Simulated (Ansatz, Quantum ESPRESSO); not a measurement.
# Screening and band shifts of 1T-PtS2, 1 layer, part 4 of 6

Aim: how 1T-PtS2, 1 layer screens a field along its normal, and what the field does to its bands.

Quantum ESPRESSO 7.5; plane-wave DFT, vdW-DF-cx, GBRV ultrasoft pseudopotentials made under PBE; geometry and cross-check by Ansatz 0.2.0 with PAW datasets.

So far. Step 6 (SCF with pw.x: field 0.1 V/Å): The dipole goes from -0.0000 to 0.0272 e Å, 0.2721 e Å per V/Å. Step 7 (Potential by pp.x): The slope in the vacuum is 0.100 eV/Å for an applied 0.10 V/Å, as it should be.

### 8. Ground state: field 0.2 V/Å

f2.in reads:

```
&control
  prefix = 'f2'
  outdir = './out'
  pseudo_dir = './pseudo'
  calculation = 'scf'
  tprnfor = .true.
  tefield = .true.
  dipfield = .true.
/
&system
  ibrav = 0
  nat = 3
  ntyp = 2
  ecutwfc = 40
  ecutrho = 200
  input_dft = 'vdw-df-cx'
  occupations = 'smearing'
  smearing = 'fd'
  degauss = 0.004
  edir = 3
  emaxpos = 0.97
  eopreg = 0.04
  eamp = 0.00388938
/
&electrons
  conv_thr = 1e-09
  mixing_beta = 0.4
  electron_maxstep = 120
  mixing_mode = 'plain'
  startingpot = 'file'
/
ATOMIC_SPECIES
  S   32.0600  s_pbe_v1.4.uspp.F.UPF
  Pt  195.0840  pt_pbe_v1.4.uspp.F.UPF
CELL_PARAMETERS angstrom
  3.57420286974912 -0.00000000000000 0.00000000000000
  -1.78710143487456 3.09535048348198 -0.00000000000000
  0.00000000000000 0.00000000000000 19.01408639340000
ATOMIC_POSITIONS crystal
  S   0.666666666667 0.333333333333 0.435362688202
  Pt  -0.000000000000 0.000000000000 0.499999984956
  S   0.333333333333 0.666666666667 0.564637326843
K_POINTS automatic
  12 12 1 0 0 0
```

Command:

```sh
$ cp -r out/f0.save out/f2.save
$ OMP_NUM_THREADS=1 mpirun -n 4 pw.x -nk 4 -in f2.in > f2.out
```

The program printed:

```text
[banner, memory and clock lines left out]
Program PWSCF v.7.5 starts
[...]
number of electrons       =        28.00
     number of Kohn-Sham states=           18
     kinetic-energy cutoff     =      40.0000  Ry
     charge density cutoff     =     200.0000  Ry
[...]
number of k points=    74  Fermi-Dirac smearing, width (Ry)=  0.0040
[...]
Dense  grid:    67889 G-vectors     FFT dimensions: (  32,  32, 162)
[...]
The initial density is read from file :
[...]
negative rho (up, down):  1.725E-01 0.000E+00
[...]
Starting wfcs are   20 randomized atomic wfcs
[...]
negative rho (up, down):  1.726E-01 0.000E+00
[...]
estimated scf accuracy    <       0.03612161 Ry
[...]
negative rho (up, down):  1.726E-01 0.000E+00
[...]
estimated scf accuracy    <       0.43327711 Ry
[...]
negative rho (up, down):  1.725E-01 0.000E+00
[...]
estimated scf accuracy    <       0.00051633 Ry
[...]
negative rho (up, down):  1.725E-01 0.000E+00
[...]
estimated scf accuracy    <       0.00002104 Ry
[...]
negative rho (up, down):  1.725E-01 0.000E+00
[...]
estimated scf accuracy    <       0.00000159 Ry
[...]
negative rho (up, down):  1.725E-01 0.000E+00
[...]
estimated scf accuracy    <       0.00000025 Ry
[...]
negative rho (up, down):  1.725E-01 0.000E+00
[...]
estimated scf accuracy    <       0.00000011 Ry
[...]
negative rho (up, down):  1.725E-01 0.000E+00
[...]
estimated scf accuracy    <       0.00000001 Ry
[...]
negative rho (up, down):  1.725E-01 0.000E+00
[...]
estimated scf accuracy    <          3.6E-09 Ry
[...]
negative rho (up, down):  1.725E-01 0.000E+00
[...]
estimated scf accuracy    <          1.5E-09 Ry
[...]
negative rho (up, down):  1.725E-01 0.000E+00
[...]
Computed dipole along edir(3) :
        Dipole                0.1030 Ry au,          0.2619 Debye
        Dipole field          0.0009 Ry au,
        E field amplitude [Ha a.u.]:  3.8894E-03
        Potential amp.        0.2054 Ry
        Total length         34.4942 bohr
[...]
the Fermi energy is    -1.2972 ev
!    total energy              =    -258.60413671 Ry
     estimated scf accuracy    <          2.1E-11 Ry
     smearing contrib. (-TS)   =      -0.00000000 Ry
     internal energy E=F+TS    =    -258.60413671 Ry
[...]
one-electron contribution =   -1077.47453637 Ry
     hartree contribution      =     541.45054218 Ry
     xc contribution           =     -73.30712583 Ry
     ewald contribution        =     350.72769088 Ry
     electric field correction =      -0.00070757 Ry
     convergence has been achieved in  11 iterations
     negative rho (up, down):  1.725E-01 0.000E+00
[...]
Total force =     0.009022     Total SCF correction =     0.000010
[...]
```

Elapsed: 2.3 min, on 4 MPI ranks of Arm Neoverse N1, shared host; peak memory 0.89 GiB.

Read from the output:

| Item | Value |
| --- | --- |
| free energy | -3518.4885 eV |
| Fermi energy | -1.297 eV |
| dipole along the normal | 0.05453 e·Å |
| valence top, on the run's zero | -2.192 eV |
| conduction bottom, on the run's zero | -0.4530 eV |

The dipole goes from -0.0000 to 0.0545 e Å, 0.2726 e Å per V/Å.

### 9. Electrostatic potential

f2.pot.in reads:

```
&inputpp
  prefix = 'f2'
  outdir = './out'
  filplot = 'f2.pot.dat'
  plot_num = 11
/
```

Command:

```sh
$ OMP_NUM_THREADS=1 mpirun -n 4 pp.x -in f2.pot.in > f2.pot.out
```

Wall time 31 s (4 MPI ranks); peak memory 0.21 GiB.

Read from the output:

```
slope of the potential above                                          : 0.2000 eV/Å
upper vacuum line continued to the top atoms, over the valence top    : 6.266 eV
slope of the potential below                                          : 0.1999 eV/Å
lower vacuum line continued to the bottom atoms, over the valence top : 6.666 eV
```

The slope in the vacuum is 0.200 eV/Å for an applied 0.20 V/Å, as it should be.

### 10. Band structure: field 0.2 V/Å

f2.bands.in reads:

```
&control
  prefix = 'f2.bands'
  outdir = './out'
  pseudo_dir = './pseudo'
  calculation = 'bands'
  tefield = .true.
  dipfield = .true.
/
&system
  ibrav = 0
  nat = 3
  ntyp = 2
  ecutwfc = 40
  ecutrho = 200
  input_dft = 'vdw-df-cx'
  occupations = 'smearing'
  smearing = 'fd'
  degauss = 0.004
  edir = 3
  emaxpos = 0.97
  eopreg = 0.04
  eamp = 0.00388938
  nbnd = 20
/
&electrons
  conv_thr = 1e-07
  mixing_beta = 0.4
  electron_maxstep = 120
  mixing_mode = 'local-TF'
/
ATOMIC_SPECIES
  S   32.0600  s_pbe_v1.4.uspp.F.UPF
  Pt  195.0840  pt_pbe_v1.4.uspp.F.UPF
CELL_PARAMETERS angstrom
  3.57420286974912 -0.00000000000000 0.00000000000000
  -1.78710143487456 3.09535048348198 -0.00000000000000
  0.00000000000000 0.00000000000000 19.01408639340000
ATOMIC_POSITIONS crystal
  S   0.666666666667 0.333333333333 0.435362688202
  Pt  -0.000000000000 0.000000000000 0.499999984956
  S   0.333333333333 0.666666666667 0.564637326843
K_POINTS crystal_b
4
  0.0000000000 0.0000000000 0.0000000000 14
  0.5000000000 0.0000000000 0.0000000000 14
  0.3333333333 0.3333333333 0.0000000000 14
  0.0000000000 0.0000000000 0.0000000000 1
```

Command:

```sh
$ cp -r out/f2.save out/f2.bands.save
$ cp out/f2.xml out/f2.bands.xml
$ OMP_NUM_THREADS=1 mpirun -n 4 pw.x -nk 4 -in f2.bands.in > f2.bands.out
```

The program printed:

```text
[banner, memory and clock lines left out]
Program PWSCF v.7.5 starts
[citation notice left out]

[...]
bravais-lattice index     =            0
     lattice parameter (alat)  =       6.7543  a.u.
     unit-cell volume          =    1419.5840 (a.u.)^3
     number of atoms/cell      =            3
     number of atomic types    =            2
     number of electrons       =        28.00
     number of Kohn-Sham states=           20
     kinetic-energy cutoff     =      40.0000  Ry
     charge density cutoff     =     200.0000  Ry
     Exchange-correlation= VDW-DF-CX
                           (   1   4  27   0   1   0   0)

[...]
PseudoPot. # 1 for S  read from file:
     ./pseudo/s_pbe_v1.4.uspp.F.UPF
     Pseudo is Ultrasoft + core correction, Zval =  6.0
     Generated by new atomic code, or converted to UPF format
     Using radial grid of  907 points,  6 beta functions with:
                l(1) =   0
                l(2) =   0
                l(3) =   1
                l(4) =   1
                l(5) =   2
                l(6) =   2
     Q(r) pseudized with  8 coefficients,  rinner =    1.300   1.300   1.300
                                                       1.300   1.300

     PseudoPot. # 2 for Pt read from file:
     ./pseudo/pt_pbe_v1.4.uspp.F.UPF
     Pseudo is Ultrasoft + core correction, Zval = 16.0
     Generated by new atomic code, or converted to UPF format
     Using radial grid of  985 points,  6 beta functions with:
                l(1) =   0
                l(2) =   0
                l(3) =   1
                l(4) =   1
                l(5) =   2
                l(6) =   2
     Q(r) pseudized with  8 coefficients,  rinner =    1.300   1.300   1.300
                                                       1.300   1.300

     atomic species   valence    mass     pseudopotential
     S                 6.00    32.06000     S ( 1.00)
     Pt               16.00   195.08400     Pt( 1.00)

     No symmetry found

[...]
number of k points=    43  Fermi-Dirac smearing, width (Ry)=  0.0040
[...]
Dense  grid:    67889 G-vectors     FFT dimensions: (  32,  32, 162)

     Smooth grid:    48595 G-vectors     FFT dimensions: (  27,  27, 150)

     The potential is recalculated from file :
     ./out/f2.bands.save/charge-density

     negative rho (up, down):  1.725E-01 0.000E+00

     %%%%%%%%%%%%%%%%%%%%%%%%%%%%%%%%%%%%%%%%%%%%%%%%%%%%%%%%%%%%%%%%%%%%%%%%
     %                                                                      %
     % You are using vdW-DF, which was implemented by the Thonhauser group. %
     % possible and the two reviews that describe the various versions:     %
     %                                                                      %
     %                                                                      %
     % If you are calculating stress with vdW-DF, please also cite:         %
     %                                                                      %
     %                                                                      %
     %%%%%%%%%%%%%%%%%%%%%%%%%%%%%%%%%%%%%%%%%%%%%%%%%%%%%%%%%%%%%%%%%%%%%%%%

     %%%%%%%%%%%%%%%%%%%%%%%%%%%%%%%%%%%%%%%%%%%%%%%%%%%%%%%%%%%%%%%%%%%%%%%%
     %                                                                      %
     %  vdW-DF NEWS:                                                        %
     %                                                                      %
     %  * vdW-DF3 is now available. DOI: 10.1021/acs.jctc.0c00471           %
     %    use with input_dft = 'vdW-DF3-opt1' or 'vdW-DF3-opt2'             %
     %                                                                      %
     %  * Unscreened and range-separated hybrid vdW-DF-cx functionals       %
     %    DOI: 10.1063/1.4986522 and 10.1088/1361-648X/ac2ad2               %
     %    use with input_dft = 'vdW-DF-cx0'    and 'vdW-DF-ahcx'            %
     %  * Unscreened and range-separated hybrid vdW-DF2-b86r functionals    %
     %    DOI: 10.1063/1.4986522 and DOI: 10.1103/PhysRevX.12.041003        %
     %    use with input_dft = 'vdW-DF2-br0' and 'vdW-DF2-ahbr'             %
     %                                                                      %
     %%%%%%%%%%%%%%%%%%%%%%%%%%%%%%%%%%%%%%%%%%%%%%%%%%%%%%%%%%%%%%%%%%%%%%%%

     Adding external electric field

     Computed dipole along edir(3) :
        Dipole                0.1030 Ry au,          0.2619 Debye
        Dipole field          0.0009 Ry au,

        E field amplitude [Ha a.u.]:  3.8894E-03
        Potential amp.        0.2054 Ry
        Total length         34.4942 bohr

     Starting wfcs are   20 randomized atomic wfcs

     Band Structure Calculation
     Davidson diagonalization with overlap

     ethr =  3.57E-10,  avg # of iterations = 52.8

     End of band structure calculation

          k = 0.0000 0.0000 0.0000 (  6061 PWs)   bands (ev):

   -54.9320 -54.9320 -54.8281 -16.1632 -13.9446  -7.7267  -7.7267  -7.3424
    -5.0673  -5.0673  -2.9918  -2.8472  -2.4568  -2.4568   0.9892   0.9892
     2.1394   3.0568   3.2588   3.8916

          k = 0.0357 0.0206 0.0000 (  6059 PWs)   bands (ev):

   -54.9323 -54.9321 -54.8280 -16.1474 -13.9486  -7.7245  -7.7166  -7.3280
    -5.0903  -5.0811  -3.0875  -2.8237  -2.4480  -2.4024   0.9008   0.9658
     2.1615   3.0895   3.2857   3.9739

[...]
```

Wall time 73 s (4 MPI ranks); peak memory 0.51 GiB.

Band numbers count within the set of bands kept for display. Electronic bands along the path, in eV, zero at the highest filled level of the SCF mesh; v1 is the highest filled band, c1 the lowest empty one:

```
  point     v4     v3     v2     v1    c1    c2    c3    c4
      Γ  -0.80  -0.66  -0.27  -0.27  3.18  3.18  4.33  5.25
halfway  -2.02  -0.42  -0.41  -0.15  1.74  2.75  5.32  6.10
      M  -2.14  -1.99  -1.70  -1.35  2.76  2.96  5.49  6.72
halfway  -2.27  -2.21  -1.09  -0.77  2.28  2.57  6.18  7.72
      K  -2.48  -2.21  -0.74  -0.72  2.12  2.13  6.83  8.76
halfway  -2.08  -0.79  -0.50   0.00  2.08  2.12  5.64  6.58
      Γ  -0.80  -0.66  -0.27  -0.27  3.18  3.18  4.33  5.25
```

Upper empty bands that drop with the field can be states of the vacuum, held by the sawtooth; they depend on the cell's width.

Along this path the valence top lies between K and Γ and the conduction bottom between Γ and M.

### 11. Self-consistent run: field 0.4 V/Å

f3.in, as its differences from the input of step 8:

```diff
@@ -1,3 +1,3 @@
 &control
-  prefix = 'f2'
+  prefix = 'f3'
   outdir = './out'
@@ -22,3 +22,3 @@
   eopreg = 0.04
-  eamp = 0.00388938
+  eamp = 0.00777876
 /
```

Command:

```sh
$ cp -r out/f0.save out/f3.save
$ OMP_NUM_THREADS=1 mpirun -n 4 pw.x -nk 4 -in f3.in > f3.out
```

The program printed:

```text
[banner, memory and clock lines left out]
Program PWSCF v.7.5 starts
[...]
number of electrons       =        28.00
     number of Kohn-Sham states=           18
     kinetic-energy cutoff     =      40.0000  Ry
     charge density cutoff     =     200.0000  Ry
[...]
number of k points=    74  Fermi-Dirac smearing, width (Ry)=  0.0040
[...]
Dense  grid:    67889 G-vectors     FFT dimensions: (  32,  32, 162)
[...]
The initial density is read from file :
[...]
negative rho (up, down):  1.725E-01 0.000E+00
[...]
Starting wfcs are   20 randomized atomic wfcs
[...]
negative rho (up, down):  1.726E-01 0.000E+00
[...]
estimated scf accuracy    <       0.14452185 Ry
[...]
negative rho (up, down):  1.726E-01 0.000E+00
[...]
estimated scf accuracy    <       1.65719845 Ry
[...]
negative rho (up, down):  1.725E-01 0.000E+00
[...]
estimated scf accuracy    <       0.00492664 Ry
[...]
negative rho (up, down):  1.725E-01 0.000E+00
[...]
estimated scf accuracy    <       0.00038684 Ry
[...]
negative rho (up, down):  1.725E-01 0.000E+00
[...]
estimated scf accuracy    <       0.00003380 Ry
[...]
negative rho (up, down):  1.725E-01 0.000E+00
[...]
estimated scf accuracy    <       0.00000182 Ry
[...]
negative rho (up, down):  1.725E-01 0.000E+00
[...]
estimated scf accuracy    <       0.00000083 Ry
[...]
negative rho (up, down):  1.725E-01 0.000E+00
[...]
estimated scf accuracy    <       0.00000022 Ry
[...]
negative rho (up, down):  1.725E-01 0.000E+00
[...]
estimated scf accuracy    <       0.00000003 Ry
[...]
negative rho (up, down):  1.725E-01 0.000E+00
[...]
estimated scf accuracy    <          8.6E-09 Ry
[...]
negative rho (up, down):  1.725E-01 0.000E+00
[...]
Computed dipole along edir(3) :
        Dipole                0.2064 Ry au,          0.5245 Debye
        Dipole field          0.0018 Ry au,
        E field amplitude [Ha a.u.]:  7.7788E-03
        Potential amp.        0.4106 Ry
        Total length         34.4942 bohr
[...]
the Fermi energy is    -1.2735 ev
!    total energy              =    -258.60534076 Ry
     estimated scf accuracy    <          4.8E-10 Ry
     smearing contrib. (-TS)   =      -0.00000000 Ry
     internal energy E=F+TS    =    -258.60534075 Ry
[...]
one-electron contribution =   -1077.46177200 Ry
     hartree contribution      =     541.43834867 Ry
     xc contribution           =     -73.30677480 Ry
     ewald contribution        =     350.72769088 Ry
     electric field correction =      -0.00283351 Ry
     convergence has been achieved in  11 iterations
     negative rho (up, down):  1.725E-01 0.000E+00
[...]
Total force =     0.008812     Total SCF correction =     0.000075
[...]
```

Wall time 2.3 min (4 MPI ranks); peak memory 0.91 GiB.

Read from the output:

| Item | Value |
| --- | --- |
| free energy | -3518.5049 eV |
| Fermi energy | -1.274 eV |
| dipole along the normal | 0.1092 e·Å |
| valence top, on the run's zero | -2.168 eV |
| conduction bottom, on the run's zero | -0.4310 eV |
| gap by band count | 1.737 eV |

The dipole goes from -0.0000 to 0.1092 e Å, 0.2730 e Å per V/Å.

### 12. Potential by pp.x

f3.pot.in reads:

```
&inputpp
  prefix = 'f3'
  outdir = './out'
  filplot = 'f3.pot.dat'
  plot_num = 11
/
```

Command:

```sh
$ OMP_NUM_THREADS=1 mpirun -n 4 pp.x -in f3.pot.in > f3.pot.out
```

It took 31 s on 4 MPI ranks; peak memory 0.21 GiB.

Read from the output:

| Item | Value |
| --- | --- |
| slope of the potential above | 0.4000 eV/Å |
| upper vacuum line continued to the top atoms, over the valence top | 6.073 eV |
| slope of the potential below | 0.3999 eV/Å |
| lower vacuum line continued to the bottom atoms, over the valence top | 6.875 eV |

The slope in the vacuum is 0.400 eV/Å for an applied 0.40 V/Å, as it should be.

Each curve counts from the valence top of its own run.

The potential energy (potential at 0 V/Å) oscillates, so the rows of the table below give means over windows of 1 Å about each position, cut where the curve ends. Its maxima inside the range that stand out by 2 % of the span (Å: eV): 8.8: -8.13, 10.2: -8.13. Its minima: 8.3: -9.99, 9.5: -14.0, 10.7: -9.99.

The runs together. Table of potential energy by z; means over each step:

```
z (Å)  potential at 0 V/Å (eV)  potential at 0.1 V/Å (eV)  potential at 0.2 V/Å (eV)  potential at 0.4 V/Å (eV)
    0                     6.46                       5.84                       5.21                       3.97
    1                     6.46                       5.84                       5.21                       3.96
    2                     6.46                       5.94                       5.41                       4.36
    3                     6.46                       6.04                       5.61                       4.76
    4                     6.46                       6.14                       5.81                       5.16
    5                     6.46                       6.23                       6.01                       5.56
    6                     6.40                       6.27                       6.14                       5.88
    7                     5.26                       5.22                       5.17                       5.07
    8                    -5.31                      -5.32                      -5.32                      -5.34
    9                    -10.6                      -10.6                      -10.6                      -10.6
   10                    -10.7                      -10.7                      -10.7                      -10.7
   11                    -5.48                      -5.47                      -5.46                      -5.45
   12                     5.22                       5.27                       5.32                       5.41
   13                     6.40                       6.53                       6.66                       6.92
   14                     6.46                       6.69                       6.92                       7.38
   15                     6.46                       6.79                       7.12                       7.78
   16                     6.46                       6.89                       7.32                       8.18
   17                     6.46                       6.99                       7.52                       8.58
   18                     6.46                       7.08                       7.71                       8.95
```

[end of part 4 of 6]

[Logs are printed without paths, hosts, clocks, repeated set-up lines and the standing remarks that a program may print on its own settings, such as how far it seeks lower states.]

[Hosts, paths, dates, database ids (printed as entryN), source tags and the programs' standing remarks are cut or masked in the printed files.]

[Maps of the electrostatic potential energy from Ansatz leave out the sawtooth potential of an applied field or a dipole correction, so their vacuum need not be flat; planar profiles and work functions include it.]
